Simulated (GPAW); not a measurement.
**Screening of a field by Cr2C(OH)2 MXene monolayer**

Wanted: the out-of-plane polarisability of Cr2C(OH)2 MXene monolayer.

Main program and level: GPAW 26.7.0; GPAW, PAW setups; layer in a repeated cell with vacuum, relaxation of atoms and in-plane cell, in the first sound run; inputs show where later runs differ.

## (1) The structure

The cell holds 7 atoms: 2 H, 2 O, 2 Cr and 1 C. Its edges and angles: a = 2.836 Å, b = 2.836 Å, c = 20.169 Å, α = 90.0°, β = 90.0°, γ = 120.0°. Vacuum lies along c.

## (2) Relaxation

Forces are removed first; all later runs use this geometry.

Input file run.py:

```python
import json
import numpy as np
from ase import Atoms
from ase.filters import FrechetCellFilter
from ase.optimize import BFGS
from gpaw import GPAW, PW

slab = Atoms(
    ['H', 'O', 'Cr', 'C', 'Cr', 'O', 'H'],
    positions=[
        [-0.00000, 1.63735, 7.00000],
        [-0.00000, 1.63735, 7.98000],
        [1.41799, 0.81868, 8.96539],
        [0.00000, 0.00000, 10.08439],
        [-0.00000, 1.63735, 11.20339],
        [1.41799, 0.81868, 12.18879],
        [1.41799, 0.81868, 13.16879]],
    cell=[[2.83598, 0.0, 0.0], [-1.41799, 2.45603, 0.0], [0.0, 0.0, 20.1688]],
    pbc=[True, True, True],
    magmoms=[0.0, 0.0, 2.0, 0.0, 2.0, 0.0, 0.0])

slab.calc = GPAW(mode=PW(600), xc='PBE', kpts={'size': (12, 12, 1), 'gamma': True},
                 occupations={'name': 'fermi-dirac', 'width': 0.05}, nbands='160%',
                 convergence={'density': 1e-05}, maxiter=200,
                 symmetry={'tolerance': 1e-3}, txt='slab.txt')
result = {}
# The in-plane cell is free; stress needs a cell that repeats along all three vectors
path = []
opt = BFGS(FrechetCellFilter(slab, mask=[1, 1, 0, 0, 0, 1]), maxstep=0.2)
opt.attach(lambda: path.append((slab.get_potential_energy(), slab.positions.tolist(), slab.get_forces().tolist())))
result['relaxed'] = bool(opt.run(fmax=0.02, steps=45))
result['path'] = path
result['cell'] = slab.cell.tolist()
print('in-plane lattice', slab.cell.cellpar().round(4)[[0, 1, 5]])
energy = slab.get_potential_energy()
fermi = slab.calc.get_fermi_level()
v = slab.calc.get_electrostatic_potential().mean((0, 1)) - fermi
n = slab.calc.get_pseudo_density().mean((0, 1))
L = slab.cell[2, 2]
z = np.arange(len(v)) * L / len(v)
low, high = slab.positions[:, 2].min(), slab.positions[:, 2].max()
below, above = np.interp([low - 4.8, high + 4.8], z, v)
slopes = [np.interp(x, z, np.gradient(v, z)) for x in (low - 4.8, high + 4.8)]
eps = np.array([[slab.calc.get_eigenvalues(k, s) for k in range(len(slab.calc.get_ibz_k_points()))]
                for s in range(slab.calc.get_number_of_spins())]) - fermi
top, bottom = eps[eps < 0].max(), eps[eps > 0].min()
dipole = slab.get_dipole_moment()[2]
print(f'energy {energy:.4f} eV, Fermi level {fermi:.4f} eV, dipole {dipole:.5f} e A')
print(f'potential 4.8 A off the faces, from the Fermi level: lower {below:.4f} eV, upper {above:.4f} eV')
print(f'slope of the potential there: lower {slopes[0]:.5f}, upper {slopes[1]:.5f} eV/A')
print(f'nearest levels on the mesh: {top:.4f} and {bottom:.4f} eV')
print('magnetic moment', round(slab.get_magnetic_moment(), 3))
result.update(energy=energy, fermi=fermi, dipole=dipole, below=below, above=above, slopes=slopes, edges=[top, bottom],
              z=z.tolist(), v=v.tolist(), n=n.tolist(), positions=slab.positions.tolist(),
              forces=slab.get_forces(apply_constraint=False).tolist(), moments=slab.get_magnetic_moments().tolist())
json.dump(result, open('result.json', 'w'))
```

Command:

```sh
$ OMP_NUM_THREADS=1 OPENBLAS_NUM_THREADS=1 python run.py
```

Output:

```text
Step          Energy          fmax
BFGS:    0      -47.911339        4.117152
BFGS:    1      -48.545922        2.881485
BFGS:    2      -49.031970        1.177149
BFGS:    3      -49.187888        0.974175
BFGS:    4      -49.340461        1.170604
BFGS:    5      -49.489014        0.906456
BFGS:    6      -49.557563        0.753663
BFGS:    7      -49.666718        0.163772
BFGS:    8      -49.664269        0.104371
BFGS:    9      -49.663482        0.080776
BFGS:   10      -49.664468        0.086965
BFGS:   11      -49.671103        0.094432
BFGS:   12      -49.680557        0.079884
BFGS:   13      -49.688701        0.040773
BFGS:   14      -49.690331        0.009339
in-plane lattice [  3.0076   3.0076 120.    ]
energy -49.6788 eV, Fermi level 1.7713 eV, dipole 0.00003 e A
potential 4.8 A off the faces, from the Fermi level: lower 1.6613 eV, upper 1.6623 eV
slope of the potential there: lower -0.00296, upper 0.00249 eV/A
nearest levels on the mesh: -0.0053 and 0.0395 eV
magnetic moment 4.502
```

Wall time 45 min (1 thread of Arm Neoverse V1, shared host); peak memory 0.63 GiB.

Numbers from this step:

| Quantity | Value |
| --- | --- |
| dipole along the normal | 3.20e-5 e·Å |
| levels nearest the Fermi level on the mesh | -0.005259, 0.03954 eV from the Fermi level |
| site moments | 0.003979, 0.009676, 2.170, -0.1084, 2.170, 0.009676, 0.003979 μB |
| sum of the site moments | 4.259 μB |

The electrostatic potential energy of an electron (without an applied field's), less the Fermi level, planar mean oscillates, so the rows of the table below give means over windows of 0.5 Å about each position, cut where the curve ends. Its maxima inside the range that stand out by 2 % of the span (Å: eV): 7.14: 0.108, 8.24: -5.22, 9.66: -8.83, 10.50: -8.83, 11.93: -5.21, 13.03: 0.111. Its minima: 6.81: -1.11, 7.82: -10.5, 8.99: -16.7, 10.08: -13.3, 11.18: -16.7, 12.35: -10.5, 13.36: -1.10.

Electrostatic potential energy of an electron (without an applied field's), less the Fermi level, planar mean against z; means over each step:

```csv
z (Å),"electrostatic potential energy of an electron (without an applied field's), less the Fermi level, planar mean (eV)"
0.0,1.66
0.5,1.66
1.0,1.66
1.5,1.66
2.0,1.66
2.5,1.66
3.0,1.65
3.5,1.65
4.0,1.63
4.5,1.60
5.0,1.54
5.5,1.41
6.0,1.08
6.5,-0.0318
7.0,-0.447
7.5,-4.66
8.0,-7.96
8.5,-8.40
9.0,-15.7
9.5,-10.6
10.0,-11.9
10.5,-9.80
11.0,-14.9
11.5,-11.5
12.0,-6.49
12.5,-7.65
13.0,-0.541
13.5,-0.537
14.0,0.849
14.5,1.34
15.0,1.51
15.5,1.59
16.0,1.62
16.5,1.64
17.0,1.65
17.5,1.66
18.0,1.66
18.5,1.66
19.0,1.66
19.5,1.66
20.0,1.66
```

The pseudo valence density, planar mean oscillates, so the rows of the table below give means over windows of 1.09 Å about each position, cut where the curve ends. Its maxima inside the range that stand out by 2 % of the span (Å: e/Å³): 7.9: 0.942, 9.1: 0.646, 10.1: 0.613, 11.1: 0.646, 12.3: 0.942. Its minima: 8.6: 0.423, 9.4: 0.550, 10.8: 0.550, 11.6: 0.423.

The pseudo valence density, planar mean by z; means over each step:

```csv
z (Å),"pseudo valence density, planar mean (e/Å³)"
2.73,6.3e-5
3.82,2.6e-4
4.91,0.00139
6.00,0.0217
7.09,0.333
8.18,0.664
9.27,0.584
10.36,0.590
11.45,0.542
12.54,0.671
13.63,0.102
14.72,0.00458
15.81,5.7e-4
16.90,1.3e-4
17.99,3.0e-5
```

Site moment by atom:

```csv
atom,site moment (μB)
H1,0.00
O2,0.01
Cr3,2.17
C4,-0.11
Cr5,2.17
O6,0.01
H7,0.00
```

The relaxation lowered the energy of the cell by 1.79 eV (energies extrapolated to zero smearing; the optimiser's log prints free energies). The largest force left on a free atom is 0.0093 eV/Å.

## (3) The slab's potential

With the geometry fixed, the planar mean of the potential gives the vacuum level on each side.

This step: GPAW, PAW setups; slab in vacuum (GPAW 26.7.0).

The cell differs from the one that the last finished run ended in (c 20.169 → 20.531 Å).

Input file run.py:

```python
import json
import numpy as np
from ase import Atoms
from gpaw import GPAW, PW

slab = Atoms(
    ['H', 'O', 'Cr', 'C', 'Cr', 'O', 'H'],
    positions=[
        [0.00000, 1.73641, 7.00000],
        [-0.00000, 1.73641, 7.97370],
        [1.50378, 0.86821, 9.19481],
        [0.00000, 0.00000, 10.26570],
        [-0.00000, 1.73641, 11.33659],
        [1.50378, 0.86821, 12.55771],
        [1.50378, 0.86821, 13.53141]],
    cell=[[3.00756, 0.0, 0.0], [-1.50378, 2.60463, 0.0], [0.0, 0.0, 20.5314]],
    pbc=[True, True, False],
    magmoms=[0.0, 0.0, 2.0, 0.0, 2.0, 0.0, 0.0])

slab.calc = GPAW(mode=PW(500), xc='PBE', kpts={'size': (12, 12, 1), 'gamma': True},
                 occupations={'name': 'fermi-dirac', 'width': 0.05}, nbands='160%',
                 convergence={'density': 1e-05}, maxiter=200,
                 poissonsolver={'dipolelayer': 'xy'},
                 symmetry={'tolerance': 1e-3}, txt='slab.txt')
result = {}
energy = slab.get_potential_energy()
fermi = slab.calc.get_fermi_level()
v = slab.calc.get_electrostatic_potential().mean((0, 1)) - fermi
n = slab.calc.get_pseudo_density().mean((0, 1))
L = slab.cell[2, 2]
z = np.arange(len(v)) * L / len(v)
low, high = slab.positions[:, 2].min(), slab.positions[:, 2].max()
below, above = np.interp([low - 4.8, high + 4.8], z, v)
slopes = [np.interp(x, z, np.gradient(v, z)) for x in (low - 4.8, high + 4.8)]
eps = np.array([[slab.calc.get_eigenvalues(k, s) for k in range(len(slab.calc.get_ibz_k_points()))]
                for s in range(slab.calc.get_number_of_spins())]) - fermi
top, bottom = eps[eps < 0].max(), eps[eps > 0].min()
dipole = slab.get_dipole_moment()[2]
print(f'energy {energy:.4f} eV, Fermi level {fermi:.4f} eV, dipole {dipole:.5f} e A')
print(f'potential 4.8 A off the faces, from the Fermi level: lower {below:.4f} eV, upper {above:.4f} eV')
print(f'slope of the potential there: lower {slopes[0]:.5f}, upper {slopes[1]:.5f} eV/A')
print(f'nearest levels on the mesh: {top:.4f} and {bottom:.4f} eV')
print('magnetic moment', round(slab.get_magnetic_moment(), 3))
result.update(energy=energy, fermi=fermi, dipole=dipole, below=below, above=above, slopes=slopes, edges=[top, bottom],
              z=z.tolist(), v=v.tolist(), n=n.tolist(), positions=slab.positions.tolist(),
              forces=slab.get_forces(apply_constraint=False).tolist(), moments=slab.get_magnetic_moments().tolist())
json.dump(result, open('result.json', 'w'))
```

Output:

```text
energy -48.9727 eV, Fermi level 1.6902 eV, dipole 0.00023 e A
potential 4.8 A off the faces, from the Fermi level: lower 1.6978 eV, upper 1.6963 eV
slope of the potential there: lower -0.00375, upper 0.00375 eV/A
nearest levels on the mesh: -0.0050 and 0.0391 eV
magnetic moment 4.502
```

Run time: 1.8 min. Hardware: 1 thread; peak memory 0.29 GiB.

Numbers from this step:

| Quantity | Value |
| --- | --- |
| dipole along the normal | 2.32e-4 e·Å |
| levels nearest the Fermi level on the mesh | -0.005027, 0.03907 eV from the Fermi level |
| upper work function | 1.696 eV |
| lower work function | 1.698 eV |
| site moments | 0.004003, 0.009523, 2.169, -0.1086, 2.169, 0.009523, 0.004003 μB |
| sum of the site moments | 4.256 μB |

The electrostatic potential energy of an electron (without an applied field's), less the Fermi level, planar mean oscillates, so the rows of the table below give means over windows of 0.5 Å about each position, cut where the curve ends. Its maxima inside the range that stand out by 2 % of the span (Å: eV): 7.32: 0.117, 8.46: -5.26, 9.79: -8.93, 10.74: -8.93, 12.07: -5.26, 13.21: 0.115. Its minima: 6.94: -1.05, 7.98: -10.6, 9.22: -16.7, 10.27: -13.3, 11.31: -16.7, 12.55: -10.6, 13.59: -1.05.

The electrostatic potential energy of an electron (without an applied field's), less the Fermi level, planar mean by z; means over each step:

```csv
z (Å),"electrostatic potential energy of an electron (without an applied field's), less the Fermi level, planar mean (eV)"
0.0,1.70
0.5,1.70
1.0,1.70
1.5,1.70
2.0,1.70
2.5,1.70
3.0,1.69
3.5,1.69
4.0,1.67
4.5,1.65
5.0,1.60
5.5,1.50
6.0,1.27
6.5,0.555
7.0,-0.657
7.5,-1.72
8.0,-8.81
8.5,-6.42
9.0,-14.1
9.5,-13.0
10.0,-10.6
10.5,-10.8
11.0,-12.5
11.5,-14.5
12.0,-6.63
12.5,-8.86
13.0,-2.09
13.5,-0.629
14.0,0.459
14.5,1.24
15.0,1.49
15.5,1.59
16.0,1.64
16.5,1.67
17.0,1.68
17.5,1.69
18.0,1.69
18.5,1.70
19.0,1.70
19.5,1.70
20.0,1.70
```

The pseudo valence density, planar mean oscillates, so the rows of the table below give means over windows of 1 Å about each position, cut where the curve ends. Its maxima inside the range that stand out by 2 % of the span (Å: e/Å³): 8.0: 0.968, 9.3: 0.634, 10.3: 0.613, 11.2: 0.634, 12.5: 0.968. Its minima: 8.7: 0.421, 9.7: 0.552, 10.8: 0.552, 11.8: 0.421.

Table of pseudo valence density, planar mean by z; means over each step:

```csv
z (Å),"pseudo valence density, planar mean (e/Å³)"
3,7.5e-5
4,2.7e-4
5,0.00117
6,0.0121
7,0.185
8,0.728
9,0.540
10,0.590
11,0.589
12,0.601
13,0.518
14,0.0599
15,0.00343
16,5.7e-4
17,1.5e-4
18,4.0e-5
```

Force by atom:

```csv
atom,x (eV/Å),y (eV/Å),z (eV/Å),size
H1,0.000,0.000,-0.101,0.101
O2,0.000,0.000,0.119,0.119
Cr3,0.000,0.000,0.006,0.006
C4,0.000,0.000,0.000,0.000
Cr5,0.000,0.000,-0.006,0.006
O6,0.000,0.000,-0.119,0.119
H7,0.000,0.000,0.101,0.101
```

The potential is flat to 0.004 eV/Å where it is read, so the vacuum is wide enough.

## (4) In a field

A uniform field along the normal polarises the slab; the atoms stay fixed, so this is the electronic response alone.

Edit run.py of step 3 so:

```diff
@@ -4,2 +4,3 @@
 from gpaw import GPAW, PW
+from gpaw.external import ConstantElectricField
 
@@ -23,2 +24,3 @@
                  poissonsolver={'dipolelayer': 'xy'},
+                 external=ConstantElectricField(-0.2, [0, 0, 1]),
                  symmetry={'tolerance': 1e-3}, txt='slab.txt')
```

Output:

```text
energy -48.9821 eV, Fermi level 1.6167 eV, dipole -0.09527 e A
potential 4.8 A off the faces, from the Fermi level: lower 0.7362 eV, upper 2.9278 eV
slope of the potential there: lower -0.00211, upper 0.01553 eV/A
nearest levels on the mesh: -0.0029 and 0.0414 eV
magnetic moment 4.501
```

It took 14 min on 1 thread; peak memory 0.61 GiB.

Numbers from this step:

| Property | Result |
| --- | --- |
| dipole along the normal | -0.09527 e·Å |
| levels nearest the Fermi level on the mesh | -0.002867, 0.04136 eV from the Fermi level |
| site moments | 0.003891, 0.009829, 2.169, -0.1084, 2.165, 0.009219, 0.004060 μB |
| sum of the site moments | 4.253 μB |
| potential below the slab, the applied field's own ramp left out | 0.7362 eV from the Fermi level |
| potential above the slab, the applied field's own ramp left out | 2.928 eV from the Fermi level |

The electrostatic potential energy of an electron (without an applied field's), less the Fermi level, planar mean oscillates, so the rows of the table below give means over windows of 0.5 Å about each position, cut where the curve ends. Its maxima inside the range that stand out by 2 % of the span (Å: eV): 7.32: -0.477, 8.46: -5.62, 9.89: -9.01, 10.74: -8.84, 12.07: -4.89, 13.21: 0.737, 20.06: 2.94. Its minima: 6.94: -1.72, 7.98: -11.0, 9.22: -17.0, 10.27: -13.3, 11.31: -16.5, 12.55: -10.1, 13.59: -0.338.

Table of electrostatic potential energy of an electron (without an applied field's), less the Fermi level, planar mean by z; means over each step:

```csv
z (Å),"electrostatic potential energy of an electron (without an applied field's), less the Fermi level, planar mean (eV)"
0.0,1.43
0.5,0.806
1.0,0.738
1.5,0.737
2.0,0.736
2.5,0.735
3.0,0.734
3.5,0.731
4.0,0.725
4.5,0.713
5.0,0.685
5.5,0.620
6.0,0.439
6.5,-0.198
7.0,-1.32
7.5,-2.27
8.0,-9.26
8.5,-6.77
9.0,-14.3
9.5,-13.1
10.0,-10.6
10.5,-10.8
11.0,-12.4
11.5,-14.2
12.0,-6.28
12.5,-8.39
13.0,-1.52
13.5,0.0604
14.0,1.27
14.5,2.16
15.0,2.50
15.5,2.68
16.0,2.78
16.5,2.84
17.0,2.88
17.5,2.91
18.0,2.92
18.5,2.93
19.0,2.93
19.5,2.94
20.0,2.89
```

Force by atom:

```csv
atom,x (eV/Å),y (eV/Å),z (eV/Å),size
H1,0.000,0.000,-0.079,0.079
O2,-0.001,0.000,0.092,0.092
Cr3,0.000,0.000,0.015,0.015
C4,0.000,0.000,-0.015,0.015
Cr5,0.000,0.000,0.028,0.028
O6,0.001,0.000,-0.165,0.165
H7,0.000,0.000,0.122,0.122
```

The dipole is now -0.0953 e Å, against 2.3e-4 in the run without a field.

## (5) In a field

Edit run.py of step 4 so:

```diff
@@ -24,3 +24,3 @@
                  poissonsolver={'dipolelayer': 'xy'},
-                 external=ConstantElectricField(-0.2, [0, 0, 1]),
+                 external=ConstantElectricField(-0.1, [0, 0, 1]),
                  symmetry={'tolerance': 1e-3}, txt='slab.txt')
```

Output:

```text
energy -48.9751 eV, Fermi level 1.6708 eV, dipole -0.04714 e A
potential 4.8 A off the faces, from the Fermi level: lower 1.1896 eV, upper 2.2750 eV
slope of the potential there: lower -0.00229, upper 0.00773 eV/A
nearest levels on the mesh: -0.0042 and 0.0037 eV
magnetic moment 4.502
```

Elapsed: 13 min, on 1 thread; peak memory 0.62 GiB.

This step gave:

```
dipole along the normal                                         : -0.04714 e·Å
levels nearest the Fermi level on the mesh                      : -0.004232, 0.003692 eV from the Fermi level
site moments                                                    : 0.003949, 0.009696, 2.170, -0.1085, 2.167, 0.009390, 0.004046 μB
sum of the site moments                                         : 4.255 μB
potential below the slab, the applied field's own ramp left out : 1.190 eV from the Fermi level
potential above the slab, the applied field's own ramp left out : 2.275 eV from the Fermi level
```

The electrostatic potential energy of an electron (without an applied field's), less the Fermi level, planar mean oscillates, so the rows of the table below give means over windows of 0.5 Å about each position, cut where the curve ends. Its maxima inside the range that stand out by 2 % of the span (Å: eV): 7.32: -0.184, 8.46: -5.45, 9.89: -8.98, 10.74: -8.89, 12.07: -5.08, 13.21: 0.424, 19.96: 2.28. Its minima: 6.94: -1.39, 7.98: -10.8, 9.22: -16.8, 10.27: -13.3, 11.31: -16.6, 12.55: -10.3, 13.59: -0.697.

Table of electrostatic potential energy of an electron (without an applied field's), less the Fermi level, planar mean by z; means over each step:

```csv
z (Å),"electrostatic potential energy of an electron (without an applied field's), less the Fermi level, planar mean (eV)"
0.0,1.54
0.5,1.22
1.0,1.19
1.5,1.19
2.0,1.19
2.5,1.19
3.0,1.19
3.5,1.18
4.0,1.17
4.5,1.16
5.0,1.12
5.5,1.04
6.0,0.839
6.5,0.170
7.0,-0.992
7.5,-2.00
8.0,-9.03
8.5,-6.59
9.0,-14.2
9.5,-13.1
10.0,-10.6
10.5,-10.8
11.0,-12.5
11.5,-14.3
12.0,-6.46
12.5,-8.62
13.0,-1.81
13.5,-0.287
14.0,0.858
14.5,1.69
15.0,1.98
15.5,2.11
16.0,2.19
16.5,2.23
17.0,2.25
17.5,2.26
18.0,2.27
18.5,2.28
19.0,2.28
19.5,2.28
20.0,2.26
```

Force by atom:

```csv
atom,x (eV/Å),y (eV/Å),z (eV/Å),size
H1,0.000,0.000,-0.089,0.089
O2,-0.001,0.000,0.102,0.102
Cr3,0.000,0.000,0.014,0.014
C4,0.000,0.000,-0.008,0.008
Cr5,0.000,0.000,0.009,0.009
O6,0.001,0.000,-0.141,0.141
H7,0.000,0.000,0.112,0.112
```

The dipole is now -0.0471 e Å, against 2.3e-4 in the run without a field.

## (6) Field on

Edit run.py of step 5 so:

```diff
@@ -24,3 +24,3 @@
                  poissonsolver={'dipolelayer': 'xy'},
-                 external=ConstantElectricField(-0.1, [0, 0, 1]),
+                 external=ConstantElectricField(-0.05, [0, 0, 1]),
                  symmetry={'tolerance': 1e-3}, txt='slab.txt')
```

Output:

```text
energy -48.9733 eV, Fermi level 1.6853 eV, dipole -0.02354 e A
potential 4.8 A off the faces, from the Fermi level: lower 1.4350 eV, upper 1.9771 eV
slope of the potential there: lower -0.00279, upper 0.00539 eV/A
nearest levels on the mesh: -0.0047 and 0.0296 eV
magnetic moment 4.503
```

Elapsed: 13 min, on 1 thread; peak memory 0.62 GiB.

## (7) In a field

Edit run.py of step 6 so:

```diff
@@ -24,3 +24,3 @@
                  poissonsolver={'dipolelayer': 'xy'},
-                 external=ConstantElectricField(-0.05, [0, 0, 1]),
+                 external=ConstantElectricField(0.05, [0, 0, 1]),
                  symmetry={'tolerance': 1e-3}, txt='slab.txt')
```

Output:

```text
energy -48.9733 eV, Fermi level 1.6852 eV, dipole 0.02353 e A
potential 4.8 A off the faces, from the Fermi level: lower 1.9771 eV, upper 1.4350 eV
slope of the potential there: lower -0.00531, upper 0.00280 eV/A
nearest levels on the mesh: -0.0046 and 0.0298 eV
magnetic moment 4.503
```

Elapsed: 13 min, on 1 thread; peak memory 0.61 GiB.

## (8) Field on

Edit run.py of step 7 so:

```diff
@@ -24,3 +24,3 @@
                  poissonsolver={'dipolelayer': 'xy'},
-                 external=ConstantElectricField(0.05, [0, 0, 1]),
+                 external=ConstantElectricField(0.1, [0, 0, 1]),
                  symmetry={'tolerance': 1e-3}, txt='slab.txt')
```

Output:

```text
energy -48.9751 eV, Fermi level 1.6707 eV, dipole 0.04716 e A
potential 4.8 A off the faces, from the Fermi level: lower 2.2754 eV, upper 1.1896 eV
slope of the potential there: lower -0.00773, upper 0.00229 eV/A
nearest levels on the mesh: -0.0042 and 0.0039 eV
magnetic moment 4.502
```

Run time: 13 min. Hardware: 1 thread; peak memory 0.61 GiB.

The electrostatic potential energy of an electron (without an applied field's), less the Fermi level, planar mean oscillates, so the rows of the table below give means over windows of 1 Å about each position, cut where the curve ends. Its maxima inside the range that stand out by 2 % of the span (Å: eV): 0.6: 2.28, 7.3: 0.424, 8.5: -5.08, 9.8: -8.89, 10.6: -8.98, 12.1: -5.45, 13.2: -0.184. Its minima: 6.9: -0.697, 8.0: -10.3, 9.2: -16.6, 10.3: -13.3, 11.3: -16.8, 12.5: -10.8, 13.6: -1.39.

Electrostatic potential energy of an electron (without an applied field's), less the Fermi level, planar mean against z; means over each step:

```csv
z (Å),"electrostatic potential energy of an electron (without an applied field's), less the Fermi level, planar mean (eV)"
0,2.07
1,2.28
2,2.28
3,2.26
4,2.23
5,2.11
6,1.66
7,0.0326
8,-6.42
9,-12.5
10,-11.0
11,-12.8
12,-8.77
13,-3.75
14,-0.0694
15,1.02
16,1.15
17,1.18
18,1.19
19,1.19
20,1.25
```

The dipole is now 0.0472 e Å, against 2.3e-4 in the run without a field.

[end of part 1 of 2]

[Logs are printed without paths, hosts, clocks, repeated set-up lines and the standing remarks that a program may print on its own settings, such as how far it seeks lower states.]

[Hosts, paths, dates, database ids (printed as entryN), source tags and the programs' standing remarks are cut or masked in the printed files.]
